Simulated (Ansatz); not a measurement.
# What LiCaF3 (Pm-3m) distorts into

Wanted: the energy along a soft mode of LiCaF3 (Pm-3m) and the structure at the end.

Calculated with Ansatz 0.2.0; DFT PBE+D3(BJ), scalar-relativistic, plane waves, PAW.

Report form: the programs' logs are mostly left out.

**1. The structure**

It takes space group Pm-3m (No. 221, cubic). The conventional cell has a = 3.720 Å, b = 3.720 Å, c = 3.720 Å, α = 90.00°, β = 90.00°, γ = 90.00°. Nearest to Li lie 6 F at 1.86 Å. Nearest to Ca lie 12 F at 2.63 Å. Nearest to F lie 2 Li at 1.86 Å and 4 Ca at 2.63 Å. Farther neighbours and most contacts between anions are not listed.

**2. Modes at Γ**

The cell comes from relaxations at this level that are not shown. The zone centre is the only wavevector solved here; it holds the modes that light can see, as far as symmetry allows. The response to a homogeneous field gives the Born charges and the dielectric tensor, and its change with displacement the Raman tensors.

File input.yaml:

```yaml
crystal:
  lattice:
    - [3.7200041892, 0.0, 0.0]
    - [0.0, 3.7200041892, 0.0]
    - [0.0, 0.0, 3.7200041892]
  atoms:
    - { symbol: Li, position: [0.5, 0.5, 0.5] }
    - { symbol: Ca, position: [0.0, 0.0, 0.0] }
    - { symbol: F, position: [0.0, 0.5, 0.5] }
    - { symbol: F, position: [0.5, 0.5, 0.0] }
    - { symbol: F, position: [0.5, 0.0, 0.5] }
kpoints:
  mp_grid: { grid: [8, 8, 8] }
hamiltonian:
  xc: pbe
  dispersion: d3bj
scf:
  occupations: { method: fixed }
output:
  eigenvalues: true
phonons:
  method: dfpt
  dielectric: true
  rigid_motions: translations
  raman: true
```

Started as:

```
ansatz run input.yaml --threads 4 --pin off --max-ram 7168MiB --backend cpu --events-out ev --progress --plain --runs-dir out
```

Wall time 4.3 min (4 threads of Arm Neoverse N1, shared host); peak memory 0.95 GiB.

This step gave:

- gap on the k-mesh: 6.562 eV
- volume per atom: 10.30 Å³
- sum-rule residual before enforcement: 0.004720 eV/Å²
- miss of the charge sum rule: 1.46e-4 e
- point group: m-3m
- highest optical mode at the zone centre (no LO-TO term): 567.3 cm⁻¹
- lowest optical zone-centre mode: -68.85 cm⁻¹
- mean high-frequency dielectric constant: 2.446
- largest Born charge (third of the trace): 2.527 e
- top of the zone-centre spectrum with the field: 645.0 cm⁻¹

Without the LO-TO term. Patterns of degenerate modes are one choice out of their space. Modes at Γ, with each element's share of the kinetic energy (negative means imaginary):

| mode | frequency (cm⁻¹) | symmetry | Li % | Ca % | F % |
| --- | --- | --- | --- | --- | --- |
| 1 | -68.8 | T1u | 1 | 59 | 40 |
| 2 | -68.8 | T1u | 1 | 59 | 40 |
| 3 | -68.8 | T1u | 1 | 59 | 40 |
| 4 | 0.0 | acoustic | 7 | 39 | 55 |
| 5 | 0.0 | acoustic | 7 | 39 | 55 |
| 6 | 0.0 | acoustic | 7 | 39 | 55 |
| 7 | 130.9 | T2u | 0 | 0 | 100 |
| 8 | 130.9 | T2u | 0 | 0 | 100 |
| 9 | 130.9 | T2u | 0 | 0 | 100 |
| 10 | 372.1 | T1u | 25 | 2 | 73 |
| 11 | 372.1 | T1u | 25 | 2 | 72 |
| 12 | 372.1 | T1u | 25 | 2 | 72 |
| 13 | 567.3 | T1u | 67 | 0 | 33 |
| 14 | 567.3 | T1u | 67 | 0 | 33 |
| 15 | 567.3 | T1u | 67 | 0 | 33 |

Displacements in mode 1 (-68.8 cm⁻¹), the largest set to 1:
```
Li1  0.01 -0.06 -0.24
Ca2 -0.04  0.26  1.00
F3   0.02 -0.20 -0.78
F4   0.03 -0.20 -0.46
F5   0.03 -0.12 -0.78
```

Displacements in mode 8 (130.9 cm⁻¹), the largest set to 1:
```
Li1  0.00  0.00  0.00
Ca2  0.00  0.00  0.00
F3   0.00  0.10 -1.00
F4   0.04 -0.10  0.00
F5  -0.04  0.00  1.00
```

Before it was imposed, the acoustic sum rule was missed by 0.0047 eV/Å² and the charge sum rule by 1.5e-4 e. Small misses are needed for a sound result but don't prove that mesh and cutoff are converged. The lowest optical mode is imaginary, 68.8i cm⁻¹, so the energy falls along it.

**3. The mode frozen in, largest atomic shift 0 Å**

The mode followed lies at Γ with frequency 68.8i cm⁻¹ and is 3-fold degenerate, the softest among the wavevectors solved. At small amplitude the distorted cell has space group no. 38 by a symmetry search on the positions. The undistorted cell that holds it gives the zero of energy on the same k mesh.

Changes to input.yaml since step 2:

```diff
@@ -17,9 +17,6 @@
 scf:
-  occupations: { method: fixed }
+  occupations: { method: gaussian, width: 0.02 }
 output:
+  forces: true
+  stress: true
   eigenvalues: true
-phonons:
-  method: dfpt
-  dielectric: true
-  rigid_motions: translations
-  raman: true
```

Run time: 2.8 s. Hardware: 4 threads; peak memory 0.32 GiB.

This step gave:

```
pressure                         : -0.005114 GPa
energy from the undistorted cell : 0 meV/atom
```

At this level the gap is 6.56 eV on the k-mesh of the self-consistent run, which can miss the band edges.

**4. The mode frozen in, largest atomic shift 0.14 Å**

The atoms are moved along the unstable eigenvector, the largest shift by 0.14 Å, with the cell fixed.

input.yaml, the sections that differ from step 3:

```yaml
crystal:
  lattice:
    - [3.7200041892, 0.0, 0.0]
    - [0.0, 3.7200041892, 0.0]
    - [0.0, 0.0, 3.7200041892]
  atoms:
    - { symbol: Li, position: [0.5, 0.4935529152, 0.4935529152] }
    - { symbol: Ca, position: [0.0, 0.0266115156, 0.0266115156] }
    - { symbol: F, position: [0.0, 0.4792825669, 0.4792825669] }
    - { symbol: F, position: [0.5, 0.4792825669, -0.0123482619] }
    - { symbol: F, position: [0.5, -0.0123482619, 0.4792825669] }
# kpoints, hamiltonian, scf, output: as in step 3
```

Wall time 7.5 s (4 threads); peak memory 0.42 GiB.

This step gave:

```yaml
pressure: 1.220 GPa
gap_on_the_k_mesh: 6.763 eV
energy_from_the_undistorted_cell: -0.774 meV/atom
```

The energy, extrapolated to zero smearing, is -0.77 meV/atom against the undistorted cell.

The run ends at a pressure of 1.22 GPa, with forces up to 0.062 eV/Å.

**5. Energy along the mode, all amplitudes (two of the runs are shown above)**

An imaginary frequency means negative curvature, so the energy should fall and then rise again as anharmonic terms take over.

Numbers from this step:

```yaml
depth_at_the_lowest_point_sampled: 0.774 meV/atom
largest_atomic_shift_at_that_point: 0.14 Å
```

The energy from the parent by largest atomic shift:

| largest atomic shift (Å) | energy from the parent (meV/atom) |
| --- | --- |
| 0.000 | 0 |
| 0.040 | -0.178 |
| 0.080 | -0.592 |
| 0.140 | -0.774 |
| 0.220 | 3.97 |
| 0.320 | 34.3 |

Displacement at unit largest shift by atom:

| atom | x (Å) | y (Å) | z (Å) | size |
| --- | --- | --- | --- | --- |
| Li1 | 0.000 | -0.171 | -0.171 | 0.242 |
| Ca2 | 0.000 | 0.707 | 0.707 | 1.000 |
| F3 | 0.000 | -0.550 | -0.550 | 0.778 |
| F4 | 0.000 | -0.550 | -0.328 | 0.640 |
| F5 | 0.000 | -0.328 | -0.550 | 0.640 |

The lowest of the steps tried is at 0.14 Å, 0.774 meV/atom below the parent; the bottom of the well need not coincide with a step.

**6. Relaxing from the distorted cell**

Starting from the lowest point found, all atoms and the cell are let go, so that strain and other modes of the same symmetry can join in.

Changes to input.yaml since step 4:

```diff
@@ -17,3 +17,3 @@
 scf:
-  occupations: { method: gaussian, width: 0.02 }
+  occupations: { method: fixed }
 output:
@@ -22 +22,10 @@
   eigenvalues: true
+  write_density: true
+  write_potential: true
+  elf: true
+  volumetric_format: npy
+relax:
+  adjacent_minimum: "off"
+  f_tol: 0.002
+  max_steps: 120
+  cell: { stress_tol: 0.03 }
```

Run time: 2.8 min. Hardware: 4 threads; peak memory 0.47 GiB; 7.4 min of CPU time.

Relaxation path:

| step | energy less that of the first step (eV) | largest force component (eV/Å) | pressure (GPa) | volume (Å³) |
| --- | --- | --- | --- | --- |
| 1 | 0.0000 | 0.0436 | 1.22 | 51.48 |
| 2 | -0.0022 | 0.0234 | 0.51 | 51.89 |
| 3 | -0.0021 | 0.0260 | -0.03 | 52.25 |
| 4 | -0.0023 | 0.0523 | 0.09 | 52.39 |
| 5 | -0.0020 | 0.0152 | -0.03 | 52.83 |
| 6 | -0.0018 | 0.0016 | 0.00 | 52.87 |
| 7* | -0.0100 | 0.0016 | 0.29 | 52.87 |
| 8 | -0.0091 | 0.0078 | 0.14 | 53.24 |
| 9 | -0.0085 | 0.0022 | 0.03 | 53.39 |
| 10 | -0.0084 | 0.0005 | 0.00 | 53.43 |
| 11* | -0.0110 | 0.0004 | 0.04 | 53.43 |
| 12 | -0.0106 | 0.0003 | 0.00 | 53.53 |
| 13* | -0.0110 | 0.0004 | 0.01 | 53.53 |

Relaxation steps marked * repeat the geometry before them on a plane-wave basis chosen anew for their cell, so energy and pressure can jump there.

Forces are held to the 4 operations that the run works with; a distortion that breaks them can't arise in this run.

| conventional cell, symmetrised | before | after | change |
| --- | --- | --- | --- |
| a (Å) | 3.720 | 3.728 | +0.2 % |
| b (Å) | 5.261 | 5.271 | +0.2 % |
| c (Å) | 5.261 | 5.448 | +3.6 % |
| volume (Å³/atom) | 10.30 | 10.71 | +4.0 % |

The atoms that moved most (Å, as changes of fractional coordinates times the final cell):

| atom | dx | dy | dz | length |
| --- | --- | --- | --- | --- |
| Ca2 | 0.000 | 0.086 | 0.086 | 0.122 |
| F5 | 0.000 | -0.020 | -0.053 | 0.056 |
| F4 | 0.000 | -0.053 | -0.020 | 0.056 |
| F3 | 0.000 | -0.012 | -0.012 | 0.017 |

Final coordinates:

```xyz
5
Lattice="3.7278 0.0000 0.0000 0.0000 3.7898 0.0624 0.0000 0.0624 3.7898" Properties=species:S:1:pos:R:3 pbc="T T T"
Li    1.8639    1.9002    1.9002
Ca    0.0000    0.1886    0.1886
F     0.0000    1.8339    1.8339
F     1.8639    1.7631   -0.0371
F     1.8639   -0.0371    1.7631
```

This step gave:

* pressure: 0.005526 GPa
* gap on the k-mesh: 6.856 eV
* volume per atom: 10.71 Å³

ELF in the ac plane at fractional y = 0.466, with atoms of Li and F within 0.2 Å of it. It is the smooth field of the valence electrons, not physical close to the nuclei.

Values, 14 rows by 14 columns, each cell a mean:
```
0.01 0.02 0.09 0.42 0.71 0.79 0.67 0.59 0.72 0.79 0.67 0.30 0.06 0.02
0.03 0.03 0.05 0.26 0.59 0.78 0.80 0.78 0.80 0.75 0.53 0.16 0.04 0.03
0.19 0.12 0.05 0.09 0.32 0.62 0.76 0.78 0.74 0.55 0.25 0.06 0.06 0.14
0.59 0.49 0.26 0.07 0.07 0.19 0.29 0.31 0.26 0.15 0.05 0.11 0.32 0.52
0.78 0.75 0.60 0.25 0.05 0.03 0.08 0.11 0.06 0.02 0.07 0.36 0.65 0.76
0.76 0.80 0.78 0.49 0.10 0.13 0.60 0.74 0.47 0.07 0.15 0.63 0.79 0.79
0.54 0.71 0.81 0.60 0.13 0.30 0.93 0.98 0.81 0.17 0.21 0.73 0.81 0.67
0.55 0.72 0.80 0.60 0.14 0.23 0.84 0.95 0.70 0.12 0.21 0.73 0.80 0.67
0.76 0.79 0.76 0.48 0.11 0.05 0.26 0.37 0.18 0.03 0.16 0.61 0.78 0.78
0.76 0.72 0.56 0.22 0.05 0.05 0.07 0.08 0.07 0.04 0.07 0.32 0.61 0.74
0.54 0.44 0.23 0.06 0.09 0.29 0.46 0.49 0.43 0.23 0.07 0.10 0.28 0.47
0.15 0.10 0.05 0.11 0.38 0.68 0.79 0.81 0.77 0.61 0.31 0.07 0.06 0.12
0.03 0.03 0.06 0.29 0.63 0.79 0.78 0.75 0.79 0.77 0.57 0.18 0.04 0.03
0.01 0.02 0.10 0.44 0.72 0.79 0.64 0.53 0.71 0.80 0.68 0.31 0.07 0.02
```
Columns run along a (3.7 Å), rows up along c (3.8 Å). Atoms in or near the plane, at fractional coordinates: Li at (0.50, 0.49), F at (0.00, 0.48), F at (0.50, 0.98).

Electrostatic potential energy in the ac plane at fractional y = 0.466, with atoms of Li and F within 0.2 Å of it. With pseudopotentials it is smooth inside the atoms' cores, unlike the true potential.

Values in eV, 14 rows by 14 columns, each cell a mean:
```
  8   9  10  10   5 -19 -35 -36 -32 -12   8   9   9   9
  9   9  10  10   9  -5 -23 -27 -19   0  10  10  10   9
 10  10  10  11  10   8   1  -2   3   9  10  11  10  10
 10  10  10  10  10   8   7   7   7   9  10  11  10  10
 -4   2   9  10   8   4  -2  -4   0   6   9  10   8   0
-30 -23  -3   9   6  -4 -15 -19 -12  -1   7   7  -8 -25
-37 -33 -16   7   4 -10 -23 -28 -19  -6   5   3 -21 -35
-37 -33 -15   7   4  -8 -20 -24 -17  -4   6   3 -21 -35
-29 -21  -2   9   7   1  -8 -11  -6   3   8   8  -7 -24
 -3   3   9  10   9   7   4   3   5   8   9  10   8   1
  9   9  10  10  10   9   9   9   9   9  10  10  10   9
  9   9  10  10  10   7  -4  -9  -1   8  10  10  10   9
  8   9   9  10   8 -10 -28 -32 -24  -3   9  10   9   8
  8   8   9   9   4 -21 -36 -37 -34 -14   7   9   9   8
```
Columns run along a (3.7 Å; values clipped at the 3rd and 97th percentile), rows up along c (3.8 Å). Atoms in or near the plane, at fractional coordinates: Li at (0.50, 0.49), F at (0.00, 0.48), F at (0.50, 0.98).

Valence density in the ac plane at fractional y = 0.466, with atoms of Li and F within 0.2 Å of it. It is the smooth field of the valence electrons, not physical close to the nuclei.

Ten even steps from '0' (0 e/Å³) to '9' (12 e/Å³), each cell a mean:
```
00000279510000
00000134200000
00000001000000
00000000000000
10000000000000
43100012100013
96200046300037
96200034200027
42100001000013
10000000000000
00000000000000
00000011100000
00000145310000
00000279620000
```
Columns run along a (3.7 Å), rows up along c (3.8 Å). Atoms in or near the plane, at fractional coordinates: Li at (0.50, 0.49), F at (0.00, 0.48), F at (0.50, 0.98).

The distorted start has space group Amm2; the relaxation ends in Amm2.

**7. The new phase in its own primitive cell**

The relaxed structure is symmetrised, reduced to its primitive cell and relaxed tightly, as its phonons need.

File input.yaml:

```yaml
crystal:
  lattice:
    - [3.7277862188, 0.0, 0.0]
    - [0.0, 2.6356660887, 2.7238897483]
    - [0.0, -2.6356660887, 2.7238897483]
  atoms:
    - { symbol: Li, position: [0.5, 0.4932861599, 0.4932861599] }
    - { symbol: Ca, position: [0.0, 0.0489597901, 0.0489597901] }
    - { symbol: F, position: [0.0, 0.4760796015, 0.4760796015] }
    - { symbol: F, position: [0.5, 0.465502403, 0.9825533482] }
    - { symbol: F, position: [0.5, 0.9825533482, 0.465502403] }
kpoints:
  mp_grid: { grid: [6, 6, 6] }
hamiltonian:
  xc: pbe
  dispersion: d3bj
scf:
  occupations: { method: fixed }
output:
  forces: true
  stress: true
  eigenvalues: true
relax:
  adjacent_minimum: "off"
  f_tol: 0.001
  max_steps: 60
  cell: { stress_tol: 0.01 }
```

The job ended after 47 s (4 threads; peak memory 0.41 GiB; 1.8 min of CPU time).

Little changed from the start: no atom moved by 0.005 Å and no cell edge by 0.1 %.

This step gave:

```
pressure           : 0.002193 GPa
gap on the k-mesh  : 6.853 eV
direct gap on mesh : 6.903 eV
```

The largest force component left is 0.54 meV/Å and the pressure is 0.002 GPa, within the tolerances set. The cell now holds 10.71 Å³/atom.

**8. Modes of the new phase, k-mesh 6×6×6**

A relaxed structure may still be a saddle point, so its zone-centre modes are computed. The response to a homogeneous field gives the Born charges and the dielectric tensor, and its change with displacement the Raman tensors.

File input.yaml:

```yaml
crystal:
  lattice:
    - [3.7277601216, 0.0, 0.0]
    - [0.0, 2.6353978466, 2.725397204]
    - [0.0, -2.6353978466, 2.725397204]
  atoms:
    - { symbol: Li, position: [0.5, 0.493280979, 0.493280979] }
    - { symbol: Ca, position: [0.0, 0.0492500229, 0.0492500229] }
    - { symbol: F, position: [0.0, 0.4759613539, 0.4759613539] }
    - { symbol: F, position: [0.5, 0.4654000983, 0.9824888487] }
    - { symbol: F, position: [0.5, 0.9824888487, 0.4654000983] }
kpoints:
  mp_grid: { grid: [6, 6, 6] }
hamiltonian:
  xc: pbe
  dispersion: d3bj
scf:
  occupations: { method: fixed }
output:
  eigenvalues: true
phonons:
  method: dfpt
  dielectric: true
  rigid_motions: translations
  raman: true
```

The job ended after 6.6 min (4 threads; peak memory 1 GiB).

This step gave:

```
sum-rule residual before enforcement                    : 0.004183 eV/Å²
miss of the charge sum rule                             : 1.28e-4 e
point group                                             : mm2
highest optical mode at the zone centre (no LO-TO term) : 558.6 cm⁻¹
lowest optical zone-centre mode                         : 33.53 cm⁻¹
mean high-frequency dielectric constant                 : 2.377
largest Born charge (third of the trace)                : 2.468 e
mean static dielectric constant                         : 77.72
top of the zone-centre spectrum with the field          : 639.6 cm⁻¹
```

Without the LO-TO term. Patterns of degenerate modes are one choice out of their space. Modes at Γ, with each element's share of the kinetic energy:

| mode | frequency (cm⁻¹) | symmetry | Li % | Ca % | F % |
| --- | --- | --- | --- | --- | --- |
| 1 | 0.0 | acoustic | 7 | 39 | 55 |
| 2 | 0.0 | acoustic | 7 | 39 | 55 |
| 3 | 0.0 | acoustic | 7 | 39 | 55 |
| 4 | 33.5 | B2 | 0 | 44 | 56 |
| 5 | 108.3 | B1 | 1 | 60 | 39 |
| 6 | 125.2 | B2 | 0 | 15 | 84 |
| 7 | 142.4 | A1 | 1 | 45 | 54 |
| 8 | 164.2 | A2 | 0 | 0 | 100 |
| 9 | 219.4 | A1 | 0 | 15 | 84 |
| 10 | 354.4 | B2 | 21 | 2 | 77 |
| 11 | 365.3 | B1 | 22 | 1 | 76 |
| 12 | 376.8 | A1 | 31 | 1 | 69 |
| 13 | 513.3 | B2 | 72 | 0 | 28 |
| 14 | 514.3 | A1 | 62 | 0 | 38 |
| 15 | 558.6 | B1 | 70 | 0 | 30 |

Displacements in mode 4 (33.5 cm⁻¹), the largest set to 1:
```
Li1  0.00  0.14  0.00
Ca2  0.00 -0.64  0.00
F3   0.00  1.00  0.00
F4   0.00  0.15 -0.18
F5   0.00  0.15  0.18
```

Displacements in mode 13 (513.3 cm⁻¹), the largest set to 1:
```
Li1  0.00  1.00  0.00
Ca2  0.00 -0.02  0.00
F3   0.00  0.04  0.00
F4   0.00 -0.18  0.20
F5   0.00 -0.18 -0.20
```

Optical modes at the zone centre, without and with the macroscopic field of the longitudinal modes; each column is sorted by frequency, so a row need not hold one and the same mode. Modes with and without the field, by row:

| rank among optical modes | no field (cm⁻¹) | q along (1, 0, 0) (cm⁻¹) | q along (0, 1, 0) (cm⁻¹) | q along (0, 0, 1) (cm⁻¹) |
| --- | --- | --- | --- | --- |
| 1 | 33.5 | 33.5 | 106.1 | 33.5 |
| 2 | 108.3 | 125.2 | 108.3 | 108.3 |
| 3 | 125.2 | 142.4 | 142.4 | 125.2 |
| 4 | 142.4 | 164.2 | 164.2 | 164.2 |
| 5 | 164.2 | 219.4 | 219.4 | 195.9 |
| 6 | 219.4 | 299.2 | 287 | 303.5 |
| 7 | 354.4 | 354.4 | 365.3 | 354.4 |
| 8 | 365.3 | 376.8 | 372.6 | 365.3 |
| 9 | 376.8 | 397.6 | 376.8 | 416.9 |
| 10 | 513.3 | 513.3 | 514.3 | 513.3 |
| 11 | 514.3 | 514.3 | 558.6 | 558.6 |
| 12 | 558.6 | 639.6 | 603.9 | 602.4 |

Born charge (rows field, columns displacement) (e), principal values of the symmetric part by kind of site:

| atom | atoms with these values | low | middle | high | mean |
| --- | --- | --- | --- | --- | --- |
| Li1 | 1 | 0.98 | 0.99 | 1.00 | 0.99 |
| Ca2 | 1 | 2.42 | 2.44 | 2.55 | 2.47 |
| F3 | 3 | -1.22 | -1.16 | -1.06 | -1.15 |

In full for F3:

```
-1.06  0.00  0.00
 0.00 -1.16  0.00
 0.00  0.00 -1.22
```

High-frequency dielectric tensor:

```
2.41 0.00 0.00
0.00 2.36 0.00
0.00 0.00 2.36
```

Static dielectric tensor (ions relaxed, fixed cell):

```
 28.5   0.0   0.0
  0.0 190.3   0.0
  0.0   0.0  14.4
```

Transverse modes. Lines of the infrared spectrum (strongest = 100):

| position (cm⁻¹) | relative intensity |
| --- | --- |
| 34 | 69 |
| 108 | 100 |
| 125 | 25 |
| 142 | 66 |
| 164 | 0.0 |
| 219 | 24 |
| 354 | 6.6 |
| 365 | 11 |
| 377 | 21 |
| 513 | 51 |
| 514 | 43 |
| 559 | 50 |

Activity x (w_L - w)^4 (n + 1)/w, 532 nm, 300 K; modes without the macroscopic field alone. Lines of the Raman spectrum (strongest = 100):

| position (cm⁻¹) | relative intensity |
| --- | --- |
| 34 | 100 |
| 108 | 0.3 |
| 125 | 1.1 |
| 142 | 14 |
| 164 | 2.2 |
| 219 | 2.5 |
| 354 | 0.1 |
| 365 | 0.1 |
| 377 | 0.4 |
| 513 | 0.1 |
| 514 | 0.1 |
| 559 | 0.0 |

Before it was imposed, the acoustic sum rule was missed by 0.0042 eV/Å² and the charge sum rule by 1.3e-4 e. Small misses are needed for a sound result but don't prove that mesh and cutoff are converged. The lowest optical mode is real, 33.5 cm⁻¹.

**9. The phases reached**

The phases reached along the modes that were followed are set side by side.

Energies are those of the first relaxation, on the mesh of the frozen mode; space group, volume and gap are those of the last relaxation. Phases, by row:

| mode frozen in | space group | energy from parent (meV/atom) | volume (Å³/atom) | gap on mesh (eV) | lowest zone-centre optical mode (cm⁻¹) | largest shift (Å) |
| --- | --- | --- | --- | --- | --- | --- |
| parent | Pm-3m | 0 | 10.3 | 6.562 | – | – |
| q = (0, 0, 0), 69i cm⁻¹ | P4mm | -4.38 | 11.02 | 6.761 | 57.2 | 0.387 |
| q = (0, 0, 0), 69i cm⁻¹ | R3m | -2.21 | 10.57 | 6.934 | 16.4 | 0.25 |
| q = (0, 0, 0), 69i cm⁻¹ | Amm2 | -2.97 | 10.71 | 6.853 | 33.5 | 0.303 |

**10. Results**

- unstable mode of the parent: q = (0, 0, 0), 69i cm⁻¹
- depth at the lowest point sampled: 0.774 meV/atom
- largest atomic shift at that point: 0.14 Å
- space group reached (within 0.01 Å): Amm2
- energy gained over the parent (first relaxation, on the mesh of the frozen mode): 2.97 meV/atom
- volume per atom, phase reached: 10.7 Å³
- gap on the k-mesh, phase reached: 6.85 eV
- lowest optical zone-centre mode, phase reached: 33.5 cm⁻¹
- highest optical mode at the zone centre (no LO-TO term), phase reached: 559 cm⁻¹

**Reading.** Along this mode the structure falls into Amm2, 2.97 meV/atom below the parent. At the parent's cell the well is 0.774 meV/atom deep on the steps tried, with its lowest point at a shift of 0.14 Å. Relaxing atoms and cell changes the gain by +2.19 meV/atom against the lowest step (energies at zero smearing). Most of the total comes from this relaxation. The new phase has no imaginary mode at the zone centre of its cell; other wavevectors were not checked. How so shallow a well moves with the k mesh was not tested. Of the 3 patterns followed to their end from this parent, this one ends 1.41 meV/atom above the lowest, P4mm. Another end point lies within 1 meV/atom; how such a difference moves with mesh and cutoff was not tested. Each path keeps the symmetry of its pattern, so a lower phase may lie along a pattern not tried. In the phonons the program treats the change of the C6 weights of the dispersion term with coordination only in part.

[Logs are printed without paths, hosts, clocks, repeated set-up lines and the standing remarks that a program may print on its own settings, such as how far it seeks lower states.]

[Hosts, paths, dates, database ids (printed as entryN), source tags and the programs' standing remarks are cut or masked in the printed files.]
